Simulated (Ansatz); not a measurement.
# Na on Ag(100): change of the work function, part 2 of 2

How does one ordered layer of Na (hollow site) change the work function of Ag(100), and what dipole does each adsorbate carry?

Ansatz 0.2.0; plane-wave DFT, PBE, Ansatz PAW.

So far, work function, upper face (eV): step 2 (the clean slab) 4.24.

**3. The covered slab**

System of this step: Na/Ag(100). The cell holds 17 atoms: 16 Ag and 1 Na. Cell: a = 5.784 Å, b = 5.784 Å, c = 26.694 Å, α = 90.0°, β = 90.0°, γ = 90.0°. Vacuum lies along c.

The clean slab as it ended is repeated in the plane and the adsorbate is set on one face; the cell's size fixes the coverage, and the k-mesh shrinks with it to keep the sampling density about even. Adsorbate and upper layers relax, since the dipole depends on the height.

The input, input.yaml:

```yaml
crystal:
  lattice:
    - [5.7841334702, 0.0, 0.0]
    - [0.0, 5.7841334702, 0.0]
    - [0.0, 0.0, 26.6935275497]
  atoms:
    - { symbol: Ag, position: [0.25, 0.25, 0.337160384] }
    - { symbol: Ag, position: [0.0, 0.0, 0.4137707157] }
    - { symbol: Ag, position: [0.25, 0.25, 0.4927409218] }
    - { symbol: Ag, position: [0.0, 0.0, 0.5704732442] }
    - { symbol: Ag, position: [0.25, 0.75, 0.337160384] }
    - { symbol: Ag, position: [0.0, 0.5, 0.4137707157] }
    - { symbol: Ag, position: [0.25, 0.75, 0.4927409218] }
    - { symbol: Ag, position: [0.0, 0.5, 0.5704732442] }
    - { symbol: Ag, position: [0.75, 0.25, 0.337160384] }
    - { symbol: Ag, position: [0.5, 0.0, 0.4137707157] }
    - { symbol: Ag, position: [0.75, 0.25, 0.4927409218] }
    - { symbol: Ag, position: [0.5, 0.0, 0.5704732442] }
    - { symbol: Ag, position: [0.75, 0.75, 0.337160384] }
    - { symbol: Ag, position: [0.5, 0.5, 0.4137707157] }
    - { symbol: Ag, position: [0.75, 0.75, 0.4927409218] }
    - { symbol: Ag, position: [0.5, 0.5, 0.5704732442] }
    - { symbol: Na, position: [0.25, 0.25, 0.662839616] }
kpoints:
  mp_grid: { grid: [6, 6, 1] }
hamiltonian:
  xc: pbe
scf:
  occupations: { method: fermi_dirac, width: 0.1 }
  convergence: { dr2_threshold: 1.0e-08 }
efield:
  axis: 3
  dipole_correction: true
  ramp_position: 0.97
  ramp_width: 0.06
relax:
  f_tol: 0.02
  max_steps: 60
  constraints: [{ sites: [0, 1, 4, 5, 8, 9, 12, 13] }]
output:
  dos: { projected: true, e_range: [-8, 4] }
  write_potential: true
  write_density: true
  volumetric_format: npy
  elf: true
```

Command:

```
$ ansatz run input.yaml --threads 4 --pin off --max-ram 6144MiB --backend cpu --events-out ev --progress --plain --runs-dir out
```

The log of the run:

```text
[...]
Crystal: 17 atoms, lattice volume = 893.064 Å³
Basis set: ecut = 420 eV, 17541 PW (Γ), exchange–correlation on 80×80×360 points (8 copies of the dense FFT grid, shifted against one another)
Bands: 188, of which v1, the nominal top of the filled ones, is band 157 counted from 1 (156 counted from 0)
Symmetry: 8 space group operations
[...]
k-points: 10 of 36
[...]
SCF iter   1: F=—  HF=-122932.252743 eV  |F-HF|=—  |Δ(HF+E_count)|=         —  Δρ=1.14e-3  dr2=1.38e-1  ethr=1.77e-3  p=0.449 e·Å  D=9.10e-2 V/Å  ΔV_dip=-2.43 eV  dr2_dipole=5.94e-5  V_vac-E_F(+/−)=1.75/4.18 eV  ⟨swp⟩=6.7  Hψ=7361  notcnv=0  defer=78
[...]
SCF iter  10: F=-122932.252957 eV  HF=-122932.252957 eV  |F-HF|=8.64e-9  |Δ(HF+E_count)|=   5.15e-9  Δρ=3.55e-7  dr2=1.40e-9  ethr=3.19e-12  p=0.402 e·Å  D=8.15e-2 V/Å  ΔV_dip=-2.18 eV  dr2_dipole=6.78e-11  V_vac-E_F(+/−)=2.08/4.25 eV  ⟨swp⟩=16.4  Hψ=13040  notcnv=0
SCF 1 converged in 10 iterations: F = -122932.252957 eV  dr2 = 1.40e-9
[...]
relax step   1: F+E_penalty+E_count = -122932.25295666 eV  Δ(F+E_penalty+E_count) = +0.000e0 eV  max|allowed force component| = 3.504e-1 eV/Å  Δτ_max = 0.0000 Å  (10 SCF iters, accepted)
[...]
SCF iter   9: F=-122932.280555 eV  HF=-122932.280555 eV  |F-HF|=5.24e-10  |Δ(HF+E_count)|=   1.18e-9  Δρ=5.35e-7  dr2=2.59e-9  ethr=3.19e-12  p=0.399 e·Å  D=8.09e-2 V/Å  ΔV_dip=-2.16 eV  dr2_dipole=5.00e-11  V_vac-E_F(+/−)=2.10/4.26 eV  ⟨swp⟩=14.3  Hψ=12387  notcnv=0
SCF 2 converged in 9 iterations: F = -122932.280555 eV  dr2 = 2.59e-9
relax step   2: F+E_penalty+E_count = -122932.28055533 eV  Δ(F+E_penalty+E_count) = -2.760e-2 eV  max|allowed force component| = 2.577e-1 eV/Å  Δτ_max = 0.0479 Å  (9 SCF iters, accepted)
SCF iter   1: F=—  HF=-122932.300856 eV  |F-HF|=—  |Δ(HF+E_count)|=         —  Δρ=7.29e-4  dr2=6.93e-3  ethr=1.14e-4  p=0.399 e·Å  D=8.09e-2 V/Å  ΔV_dip=-2.16 eV  dr2_dipole=3.24e-7  V_vac-E_F(+/−)=2.10/4.26 eV  ⟨swp⟩=5.6  Hψ=4138  notcnv=0  defer=120
[...]
SCF iter   9: F=-122932.300412 eV  HF=-122932.300412 eV  |F-HF|=9.59e-9  |Δ(HF+E_count)|=   4.34e-9  Δρ=6.02e-7  dr2=3.76e-9  ethr=3.19e-12  p=0.385 e·Å  D=7.79e-2 V/Å  ΔV_dip=-2.08 eV  dr2_dipole=2.01e-12  V_vac-E_F(+/−)=2.18/4.26 eV  ⟨swp⟩=13.7  Hψ=12266  notcnv=0
SCF 3 converged in 9 iterations: F = -122932.300412 eV  dr2 = 3.76e-9
relax step   3: F+E_penalty+E_count = -122932.30041186 eV  Δ(F+E_penalty+E_count) = -1.986e-2 eV  max|allowed force component| = 7.105e-2 eV/Å  Δτ_max = 0.1966 Å  (9 SCF iters, accepted)
SCF iter   1: F=—  HF=-122932.302106 eV  |F-HF|=—  |Δ(HF+E_count)|=         —  Δρ=1.08e-4  dr2=3.58e-4  ethr=3.87e-7  p=0.385 e·Å  D=7.79e-2 V/Å  ΔV_dip=-2.08 eV  dr2_dipole=1.15e-4  V_vac-E_F(+/−)=2.18/4.26 eV  ⟨swp⟩=3.9  Hψ=4120  notcnv=0  defer=144
[...]
SCF iter   7: F=-122932.301798 eV  HF=-122932.301798 eV  |F-HF|=3.62e-9  |Δ(HF+E_count)|=   8.86e-9  Δρ=4.99e-7  dr2=3.18e-9  ethr=3.19e-12  p=0.387 e·Å  D=7.85e-2 V/Å  ΔV_dip=-2.09 eV  dr2_dipole=1.11e-13  V_vac-E_F(+/−)=2.16/4.26 eV  ⟨swp⟩=11.8  Hψ=11841  notcnv=0
SCF 4 converged in 7 iterations: F = -122932.301798 eV  dr2 = 3.18e-9
relax step   4: F+E_penalty+E_count = -122932.30179801 eV  Δ(F+E_penalty+E_count) = -1.386e-3 eV  max|allowed force component| = 1.217e-2 eV/Å  Δτ_max = 0.0242 Å  (7 SCF iters, accepted)
NSCF: frozen V_eff on 10 k-points
[...]
SCF converged after 7 iterations
Free energy (F): -122932.301798 eV
[...]
Internal energy: -122932.112374 eV  (E = F + TS)
E sigma→0 (E₀):  -122932.207086 eV
Entropy (-TS):   -0.189424 eV (-11.143 meV/atom)
Fermi energy:    3.282140 eV
Dipole field:    D = 0.078475 V/Å  (p = 0.387304 e·Å, saw-weighted, corrected)
Work function:   Φ+ = 2.1642 eV   Φ− = 4.2589 eV
[...]
--- Forces (eV/Å), atoms counted from 1 ---
  atom   1  Ag     0.00000000     0.00000000    -0.09282772
  atom   2  Ag    -0.00490149    -0.00490149     0.09642343
  atom   3  Ag    -0.00000000     0.00000000    -0.00495109
  atom   4  Ag    -0.00258359    -0.00258359    -0.00041977
  atom   5  Ag     0.00000000     0.00000000    -0.09352094
  atom   6  Ag    -0.00490149     0.00490149     0.09642343
  atom   7  Ag     0.00000000     0.00000000    -0.00404925
  atom   8  Ag    -0.00258359     0.00258359    -0.00041977
  atom   9  Ag    -0.00000000     0.00000000    -0.09352094
  atom  10  Ag     0.00490149    -0.00490149     0.09642343
  atom  11  Ag     0.00000000     0.00000000    -0.00404925
  atom  12  Ag     0.00258359    -0.00258359    -0.00041977
  atom  13  Ag    -0.00000000     0.00000000    -0.09843203
  atom  14  Ag     0.00490149     0.00490149     0.09642343
  atom  15  Ag    -0.00000000     0.00000000    -0.00481578
  atom  16  Ag     0.00258359     0.00258359    -0.00041977
  atom  17  Na     0.00000000     0.00000000     0.01216792
  max |Σ_I F_I| component: 1.56e-5 eV/Å
--- Band table (eV; the first three rows and the last of 10) ---
  k-point 0: bands = [... 153 lower, 2.8631, 2.8698, 2.8744, 3.2449, 3.3477, 3.4353, 3.4353, 3.9305, ... 27 higher]
  k-point 1: bands = [... 153 lower, 2.6091, 3.0381, 3.0451, 3.5161, 3.5684, 3.6884, 4.1297, 4.6764, ... 27 higher]
  k-point 2: bands = [... 153 lower, 2.6296, 3.1698, 3.4547, 3.4600, 4.2244, 4.3433, 4.5480, 4.6752, ... 27 higher]
  k-point 9: bands = [... 153 lower, 1.4657, 1.4657, 1.5113, 3.1147, 3.2459, 3.2459, 3.3344, 4.8778, ... 27 higher]
--- Relaxed structure (4 steps of the walk, 4 accepted, 0 SCFs on fresh bases) ---
  F+E_penalty+E_count = -122932.30179801 eV   max|allowed force component| = 1.217e-2 eV/Å
  atoms:
    - { symbol: Ag, position: [0.25, 0.25, 0.337160] }
    - { symbol: Ag, position: [0.0, 0.0, 0.413771] }
    - { symbol: Ag, position: [0.25, 0.25, 0.492945] }
    - { symbol: Ag, position: [-0.00125451, -0.00125451, 0.571765] }
    - { symbol: Ag, position: [0.25, 0.75, 0.337160] }
    - { symbol: Ag, position: [0.0, 0.5, 0.413771] }
    - { symbol: Ag, position: [0.25, 0.75, 0.492874] }
    - { symbol: Ag, position: [-0.00125451, 0.501255, 0.571765] }
    - { symbol: Ag, position: [0.75, 0.25, 0.337160] }
    - { symbol: Ag, position: [0.5, 0.0, 0.413771] }
    - { symbol: Ag, position: [0.75, 0.25, 0.492874] }
    - { symbol: Ag, position: [0.501255, -0.00125451, 0.571765] }
    - { symbol: Ag, position: [0.75, 0.75, 0.337160] }
    - { symbol: Ag, position: [0.5, 0.5, 0.413771] }
    - { symbol: Ag, position: [0.75, 0.75, 0.493111] }
    - { symbol: Ag, position: [0.501255, 0.501255, 0.571765] }
    - { symbol: Na, position: [0.25, 0.25, 0.655088] }
```

Elapsed: 2.7 min, on 4 threads of Arm Neoverse V2, shared host; peak memory 4 GiB; 11 min of CPU time.

The steps of the relaxation:

| step | energy less that of the first step (eV) | largest force component (eV/Å) |
| --- | --- | --- |
| 1 | 0.0000 | 0.3504 |
| 2 | -0.0276 | 0.2577 |
| 3 | -0.0475 | 0.0710 |
| 4 | -0.0488 | 0.0122 |

Forces are held to the 8 operations that the program found; a distortion that breaks them can't arise in this run.

The atoms that moved most (Å):

| atom | dx | dy | dz | length |
| --- | --- | --- | --- | --- |
| Na17 | 0.000 | 0.000 | -0.207 | 0.207 |
| Ag16 | 0.007 | 0.007 | 0.034 | 0.036 |
| Ag12 | 0.007 | -0.007 | 0.034 | 0.036 |
| Ag8 | -0.007 | 0.007 | 0.034 | 0.036 |
| Ag4 | -0.007 | -0.007 | 0.034 | 0.036 |
| Ag15 | 0.000 | 0.000 | 0.010 | 0.010 |
| Ag3 | 0.000 | 0.000 | 0.005 | 0.005 |

The relaxed structure:

```cif
data_structure
_symmetry_space_group_name_H-M 'P 1'
_symmetry_Int_Tables_number 1
_cell_length_a 5.7841
_cell_length_b 5.7841
_cell_length_c 26.6935
_cell_angle_alpha 90.000
_cell_angle_beta 90.000
_cell_angle_gamma 90.000
_cell_volume 893.06
loop_
_atom_site_label
_atom_site_type_symbol
_atom_site_fract_x
_atom_site_fract_y
_atom_site_fract_z
_atom_site_occupancy
Ag1 Ag 0.25000 0.25000 0.33716 1
Ag2 Ag 0.00000 0.00000 0.41377 1
Ag3 Ag 0.25000 0.25000 0.49295 1
Ag4 Ag 0.99875 0.99875 0.57177 1
Ag5 Ag 0.25000 0.75000 0.33716 1
Ag6 Ag 0.00000 0.50000 0.41377 1
Ag7 Ag 0.25000 0.75000 0.49287 1
Ag8 Ag 0.99875 0.50125 0.57177 1
Ag9 Ag 0.75000 0.25000 0.33716 1
Ag10 Ag 0.50000 0.00000 0.41377 1
Ag11 Ag 0.75000 0.25000 0.49287 1
Ag12 Ag 0.50125 0.99875 0.57177 1
Ag13 Ag 0.75000 0.75000 0.33716 1
Ag14 Ag 0.50000 0.50000 0.41377 1
Ag15 Ag 0.75000 0.75000 0.49311 1
Ag16 Ag 0.50125 0.50125 0.57177 1
Na17 Na 0.25000 0.25000 0.65509 1
```

This step gave:

* energy at zero smearing: -122932.2071 eV
* work function, upper face: 2.164 eV
* work function, lower face: 4.259 eV
* dipole along the normal: 0.3873 e·Å
* step between the vacuum levels: -2.095 eV

Running mean over 2.045 Å of the planar mean; the ramp of the sawtooth is left out. Table of electron's electrostatic potential energy less the Fermi level by z:

| z (Å) | electron's electrostatic potential energy less the Fermi level (eV) |
| --- | --- |
| 4 | 4.26 |
| 5 | 4.25 |
| 6 | 4.21 |
| 7 | 3.64 |
| 8 | -1.24 |
| 9 | -5.66 |
| 10 | -5.98 |
| 11 | -5.98 |
| 12 | -5.55 |
| 13 | -5.86 |
| 14 | -5.62 |
| 15 | -5.73 |
| 16 | -3.41 |
| 17 | 0.782 |
| 18 | 1.09 |
| 19 | 1.89 |
| 20 | 2.11 |
| 21 | 2.15 |
| 22 | 2.16 |
| 23 | 2.16 |

The density of states has structure finer than the step of the table below, so its rows give means over 0.25 eV. Peaks (eV: height): -5.170: 82.4, -4.480: 76.1, -4.330: 77.7, -4.270: 78.5, -3.250: 90.1, -3.040: 75.9, -2.980: 84.9.

The density of states by energy, zero at the Fermi level; means over each step:

| energy (eV) | density of states (states/eV a cell) |
| --- | --- |
| -7.50 | 0 |
| -7.25 | 0.0255 |
| -7.00 | 1.22 |
| -6.75 | 1.43 |
| -6.50 | 1.69 |
| -6.25 | 2.27 |
| -6.00 | 20.2 |
| -5.75 | 43.6 |
| -5.50 | 44.5 |
| -5.25 | 53.8 |
| -5.00 | 39.7 |
| -4.75 | 42.6 |
| -4.50 | 51.6 |
| -4.25 | 58.1 |
| -4.00 | 53.9 |
| -3.75 | 50.9 |
| -3.50 | 60.7 |
| -3.25 | 65.2 |
| -3.00 | 54.4 |
| -2.75 | 12.6 |
| -2.50 | 5.30 |
| -2.25 | 1.81 |
| -2.00 | 3.63 |
| -1.75 | 5.02 |
| -1.50 | 3.87 |
| -1.25 | 3.86 |
| -1.00 | 4.22 |
| -0.75 | 4.24 |
| -0.50 | 4.50 |
| -0.25 | 5.43 |
| 0.00 | 5.17 |
| 0.25 | 7.07 |
| 0.50 | 4.65 |
| 0.75 | 5.49 |
| 1.00 | 6.81 |
| 1.25 | 2.72 |
| 1.50 | 7.32 |
| 1.75 | 7.99 |

Projected DOS per atom over height of the atomic layer and energy from the Fermi level. Layers: Ag4 Ag4 Ag4 Ag4 Na from below.

Values in states/eV, 22 rows by 5 columns, each cell a mean:
```
0.17 0.18 0.19 0.17 0.49
0.12 0.15 0.14 0.13 0.70
0.23 0.22 0.19 0.22 0.63
0.22 0.20 0.19 0.20 0.32
0.25 0.24 0.25 0.24 0.35
0.27 0.21 0.21 0.24 0.39
0.25 0.19 0.19 0.25 0.21
0.24 0.19 0.21 0.23 0.13
0.28 0.24 0.26 0.27 0.16
0.22 0.15 0.15 0.19 0.06
1.50 1.44 1.35 1.07 0.09
4.28 3.81 3.73 3.50 0.07
4.18 2.61 3.08 4.32 0.05
4.30 2.38 2.61 4.76 0.05
2.81 3.33 3.27 3.06 0.02
2.63 2.71 2.78 3.12 0.01
2.16 3.59 3.38 2.28 0.02
0.68 2.57 2.26 0.62 0.01
0.05 0.19 0.17 0.05 0.00
0.04 0.14 0.13 0.04 0.00
0.00 0.01 0.00 0.00 0.00
0.00 0.00 0.00 0.00 0.00
```
Columns: height of the atomic layer (Å) from 9 to 17.5; rows upwards: energy from the Fermi level (eV) from -7.96 to 1.95.

Electrostatic potential energy in the ca plane at fractional y = 0.250, with atoms of Ag and Na within 0.2 Å of it. With pseudopotentials it is smooth inside the atoms' cores, unlike the true potential.

Ten even steps from '0' (-36 eV) to '9' (7 eV), each cell a mean:
```
88889999999988899999999999999999999999999999
64468999999743479999999999999999999999999999
20026999998410148999999999999999999999999999
10015999997300037999999999999999999999999999
20026999998410148999999999999999999999999999
64468999999754579999999999999999999999999999
88889999999988899999999999999999999999999999
98899999999998999999999999999999999999999999
76679999999876789999999988889999999999999999
42247999998521258999999743578999999999999999
10015999998300038999998600068999999999999999
10015999998300038999998600068999999999999999
42247999998521258999999753578999999999999999
76679999999876789999999988889999999999999999
99999999999999999999999999999999999999999999
```
Columns run along c (16.0 Å, from fractional 0.31 to 0.91 of the cell; values clipped at the 3rd and 97th percentile), rows up along a (5.8 Å). Atoms in or near the plane, at fractional coordinates: Ag at (0.34, 0.25), Ag at (0.49, 0.25), Ag at (0.34, 0.75), Ag at (0.49, 0.75), Na at (0.66, 0.25).

ELF in the ca plane at fractional y = 0.250, with atoms of Ag and Na within 0.2 Å of it. It is the smooth field of the valence electrons, not physical close to the nuclei.

Values, 8 rows by 16 columns, each cell a mean:
```
0.28 0.21 0.16 0.18 0.25 0.23 0.17 0.18 0.23 0.17 0.15 0.09 0.02 0.00 0.00 0.00
0.64 0.40 0.16 0.18 0.58 0.48 0.17 0.16 0.15 0.12 0.07 0.03 0.01 0.00 0.00 0.00
0.56 0.35 0.16 0.18 0.50 0.42 0.17 0.16 0.17 0.14 0.09 0.04 0.01 0.00 0.00 0.00
0.21 0.19 0.17 0.18 0.20 0.19 0.17 0.19 0.23 0.13 0.14 0.12 0.03 0.00 0.00 0.00
0.27 0.21 0.16 0.18 0.25 0.23 0.17 0.20 0.12 0.15 0.05 0.21 0.09 0.01 0.00 0.00
0.64 0.40 0.16 0.18 0.58 0.49 0.16 0.19 0.28 0.50 0.08 0.21 0.15 0.02 0.00 0.00
0.55 0.35 0.16 0.18 0.50 0.42 0.17 0.19 0.23 0.48 0.06 0.21 0.14 0.02 0.00 0.00
0.21 0.19 0.17 0.18 0.20 0.19 0.17 0.20 0.15 0.06 0.07 0.20 0.07 0.01 0.00 0.00
```
Columns run along c (16.0 Å, from fractional 0.31 to 0.91 of the cell), rows up along a (5.8 Å). Atoms in or near the plane, at fractional coordinates: Ag at (0.34, 0.25), Ag at (0.49, 0.25), Ag at (0.34, 0.75), Ag at (0.49, 0.75), Na at (0.66, 0.25).

Valence density in the ca plane at fractional y = 0.250, with atoms of Ag and Na within 0.2 Å of it. It is the smooth field of the valence electrons, not physical close to the nuclei.

Values in e/Å³, 8 rows by 16 columns, each cell a mean:
```
 1  0  0  0  1  1  0  0  0  0  0  0  0  0  0  0
10  3  0  0  8  6  0  0  0  0  0  0  0  0  0  0
 7  2  0  0  6  4  0  0  0  0  0  0  0  0  0  0
 0  0  0  0  0  0  0  0  0  0  0  0  0  0  0  0
 1  0  0  0  1  1  0  0  0  0  0  0  0  0  0  0
10  3  0  0  8  6  0  0  2  8  0  0  0  0  0  0
 7  2  0  0  6  4  0  0  1  4  0  0  0  0  0  0
 0  0  0  0  0  0  0  0  0  0  0  0  0  0  0  0
```
Columns run along c (16.0 Å, from fractional 0.31 to 0.91 of the cell), rows up along a (5.8 Å). Atoms in or near the plane, at fractional coordinates: Ag at (0.34, 0.25), Ag at (0.49, 0.25), Ag at (0.34, 0.75), Ag at (0.49, 0.75), Na at (0.66, 0.25).

The relaxation took 4 steps and lowered the energy by 0.049 eV; the largest force on the free atoms ends at 0.012 eV/Å.

By hand: a sheet of dipoles makes a step −p/(ε₀A) in the electron's potential. With e/ε₀ = 180.95 V·Å, p = 0.3873 e·Å and A = 33.46 Å², that is −180.95 × (0.3873) / 33.46 = -2.095 eV, and the two vacuum levels of the run differ by -2.095 eV.

The covered face has 2.16 eV, -2.08 eV against the clean one; the bare back face has moved by +0.03 eV, a measure of how thin the slab is.

**4. Work function against coverage**

This step: plane-wave DFT, PBE, Ansatz PAW; work function against coverage (Ansatz 0.2.0).

The runs are now put side by side.

This step gave:

```
work function of the clean face     : 4.243 eV
largest change of the work function : -2.079 eV
```

Work function of the covered face against coverage:

| coverage (adsorbates/nm²) | work function of the covered face (eV) |
| --- | --- |
| 0.00 | 4.24 |
| 2.99 | 2.16 |

The dipole per adsorbate comes from the change of the cell's dipole. Coverage, by row:

| coverage (1/nm²) | coverage (ML) | work function (eV) | change (eV) | dipole per adsorbate, positive end outwards (debye) | mean height of the added atoms over the highest substrate atom (Å) |
| --- | --- | --- | --- | --- | --- |
| 2.989 | 0.25 | 2.164 | -2.079 | 1.868 | 2.224 |

**5. Results**

| Property | Result |
| --- | --- |
| work function of the clean face | 4.24 eV |
| work function at 0.25 ML | 2.16 eV |
| dipole per adsorbate at 0.25 ML, positive end outwards | 1.87 D |

**Reading.** Na lowers the work function of Ag(100) at the lowest coverage, by 2.08 eV: the adsorbate layer has its positive end outwards. One coverage alone was completed, so no trend follows. The slab has 4 layers, at the tabulated experimental lattice constant, one starting site was run, and quantum-size effects of a slab this thin can reach one or two tenths of an eV.

[Long decimals in the printed logs are rounded to 6 places.]

[Logs are printed without paths, hosts, clocks, repeated set-up lines and the standing remarks that a program may print on its own settings, such as how far it seeks lower states.]

[Hosts, paths, dates, database ids (printed as entryN), source tags and the programs' standing remarks are cut or masked in the printed files.]

[Maps of the electrostatic potential energy from Ansatz leave out the sawtooth potential of an applied field or a dipole correction, so their vacuum need not be flat; planar profiles and work functions include it.]

[The density of states shown here was stored with 400 of the rows of the run's finer table, so its peaks can read low, often by over a quarter, or be missed, and its means over a window can be off by a tenth or more.]
